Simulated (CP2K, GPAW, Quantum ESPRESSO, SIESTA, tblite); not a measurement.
**A faulty GPAW run on (11,0) carbon nanotube bundle (176 atoms)**

Program: GPAW 26.7.0, a calculation on a cell of 176 C, 11.9 Å³ an atom.

The input, run.py:

```python
import numpy as np
from ase.io import read
from gpaw import GPAW, FermiDirac

atoms = read("structure.xyz")
atoms.calc = GPAW(
    mode="lcao",
    basis="dzp",
    h=0.45,
    xc="PBE",
    kpts={"size": (1, 1, 1), "gamma": True},
    occupations=FermiDirac(0.05),
    maxiter=60,
    symmetry={"point_group": False},
    txt="gpaw.txt",
)
energy = atoms.get_potential_energy(force_consistent=True)
forces = atoms.get_forces()
print(f"energy {energy:.6f} eV")
print("forces (eV/A)")
for i, (a, f) in enumerate(zip(atoms, forces)):
    print(f"{i:4d} {a.symbol:2s} {f[0]:10.5f} {f[1]:10.5f} {f[2]:10.5f}")
print(f"Fermi level {atoms.calc.get_fermi_level():.4f} eV")
for k in range(len(atoms.calc.get_ibz_k_points())):
    for s in range(atoms.calc.get_number_of_spins()):
        e = atoms.calc.get_eigenvalues(kpt=k, spin=s)
        n = np.searchsorted(e, atoms.calc.get_fermi_level())
        print(f"k {k} spin {s} levels about the Fermi level:", np.round(e[max(n - 6, 0):n], 4).tolist(), "|", np.round(e[n:n + 6], 4).tolist())
```

The input, structure.xyz:

```xyz
176
Lattice="11.91347 0.00000 0.00000 -5.95673 10.31736 0.00000 0.00000 0.00000 17.04338" Properties=species:S:1:pos:R:3 pbc="T T T"
C -2.02261 8.25069 1.34472
C -1.99294 9.47577 0.69145
C 3.92638 0.33604 1.30740
C 3.78116 1.58010 0.67816
C -1.69385 9.54562 3.51673
C 4.10062 0.41331 2.72115
C 3.20276 2.70635 1.38921
C 2.36262 3.52637 0.70474
C 3.82887 1.57587 3.43475
C 3.37372 2.81798 2.81386
[... 162 atom lines left out ...]
C 7.19657 6.04515 16.25938
C -3.59399 6.39480 15.61003
C -2.44512 7.16726 16.35210
C -2.08950 8.41339 15.61225
```

Started as:

```
$ OMP_NUM_THREADS=1 python run.py > output.txt
```

What it wrote:

```text
energy -135.616663 eV
forces (eV/A)
   0 C   -28.93621   97.05391 -152.54028
   1 C   -23.52620   61.02495  -69.59569
   2 C   -14.32447  -59.53893  -35.54738
   3 C   -66.88070   55.34360 -104.03254
   4 C    25.39727   76.20671 -120.12450
   5 C   -32.43032  -19.93997  -19.06153
   6 C    26.83823   20.77418 -114.66041
   7 C   -16.84572  -19.21729  -17.70870
   8 C   -36.72180  119.75762   13.64817
   9 C    69.60548   68.45903 -112.02694
  10 C   -65.36528   31.56749  150.89067
  11 C    14.68566   87.64870   54.39257
  12 C  -110.19912   57.16426 -133.15253
  13 C   -59.67819  -79.65720 -169.44534
  14 C   129.54682   16.95921 -166.06874
  15 C  -130.12065  -11.42710  -74.38409
  16 C     7.23939   14.92318  -57.08286
  17 C   -48.88625  -40.42204 -159.85957
  18 C    27.44516  122.44118  132.03543
  19 C     6.28744  -10.71842  116.82474
  20 C   -57.34227  -57.11450   68.25232
  21 C    92.94007  -78.27779  168.43247
  22 C   -34.39912  -70.59897  -30.64455
  23 C   -17.15835  -23.49064  -21.55533
[...]
168 C     9.12173 -140.94054  -73.29683
 169 C   134.57446    6.74539   49.13705
 170 C   -21.47992  -18.45121 -140.56713
 171 C     0.22714    4.64753 -105.59179
 172 C    -8.78922   80.42889 -130.77787
 173 C    11.79208  -30.65806  -57.94906
 174 C   -59.88268   24.05389   66.80985
 175 C    56.74289   82.27963  -48.35828
Fermi level 3.5032 eV
k 0 spin 0 levels about the Fermi level: [2.0996, 2.2511, 2.659, 2.8695, 3.2011, 3.2489] | [3.7435, 3.9182, 3.947, 4.1673, 4.23, 4.3501]
```

gpaw.txt:

```text
Input parameters:
  mode=LCAO(),
  basis={'default': 'dzp'},
  h=0.45,
  kpts=MonkhorstPack(size=(1, 1, 1), gamma=True),
  maxiter=60,
  occupations=Occupations(name='fermi-dirac', width=0.05, fixmagmom=False),
  symmetry=Symmetry(point_group=False),
  xc=XC(name='PBE')
Unit cell  # Å
| periodic |         x |         y |         z |   lengths |     angles |
|----------|-----------|-----------|-----------|-----------|------------|
|      yes | 11.913470 |  0.000000 |  0.000000 | 11.913470 |  90.000000 |
[... lines left out ...]
  Fermi-Dirac:
[... lines left out ...]
convergence criteria:
- Maximum [total energy] change in last 3 cyles: 0.0005 eV / valence electron
[... lines left out ...]
Converged in 14 steps
SCF loop duration: 173.562 s (12.397 s/step)
Energy contributions relative to reference atoms: (reference = -180862.548324)
Energy contributions:
  Kinetic:        1253.759936
  Coulomb:        -418.845935
  Zero:            578.543632
  External:          0.000000
  Xc:            -1549.063789
  Entropy:          -0.010507
  Spinorbit:         0.000000
  ----------------------------
  Free energy:    -135.616663
  Extrapolated:   -135.611410
dipole moment: (16.384346, -10.485737, 6.331762)  # |e|*Ang
Fermi level: 3.503
Eigenvalues  # (at kpt = [0.000, 0.000, 0.000])
| band index |      eig [eV] | occ [0-2] |
|------------|---------------|-----------|
|          0 |       -16.452 |     2.000 |
|        ... |               |           |
|        344 |         1.966 |     2.000 |
|        345 |         2.024 |     2.000 |
[...]
|        359 |         4.557 |     0.000 |
|        ... |               |           |
|        426 |        10.147 |     0.000 |
Gap: 0.495 eV
Transition (v -> c):
  (s=0, k=0, n=351, [0.00, 0.00, 0.00]) -> (s=0, k=0, n=352, [0.00, 0.00, 0.00])
No difference between direct/indirect transitions
Force computation time: 22.213  # s
timing:  # [seconds]
  Total:  205.608  # ━━━━━━━━━━━━━━━━━━━━━━━━━━━━━━━━━━━━━━━━━━━━━━━━━━━━━━━━
  Init:     9.789  # ━━╸
  SCF:    173.562  # ━━━━━━━━━━━━━━━━━━━━━━━━━━━━━━━━━━━━━━━━━━━━━━━╸
  Forces:  22.213  # ━━━━━━
```

Run time: 3.5 min. Hardware: 1 thread of Arm Neoverse V1, shared host; peak memory 0.87 GiB.

Banners, paths, timers and routine set-up lines are dropped from the logs unmarked, and long logs keep their key lines alone; longer cuts are marked.

Against a plane-wave PBE reference and this program's sound run:

- r.m.s. difference of force components: 80820 meV/Å
- longest difference of force vectors: 228400 meV/Å
- force difference over r.m.s. force: 3607 %
- slope of forces against the reference's: -6.364
- energy less the same-level run's: 7877 meV/atom
- r.m.s. force difference from the same-level run: 80850 meV/Å

Q: Name the fault.

A grid far too coarse: grid spacing 0.45 Å. The sound run has grid spacing 0.2 Å.

The run converged all the same, so the exit status doesn't show the fault.

[Also dropped from logs without a mark: logging warnings of Python, and SIESTA's first energy breakdown and zero terms.]

[Logs are printed without paths, hosts, clocks, repeated set-up lines and the standing remarks that a program may print on its own settings, such as how far it seeks lower states.]

[Hosts, paths, dates, database ids (printed as entryN), source tags and the programs' standing remarks are cut or masked in the printed files.]
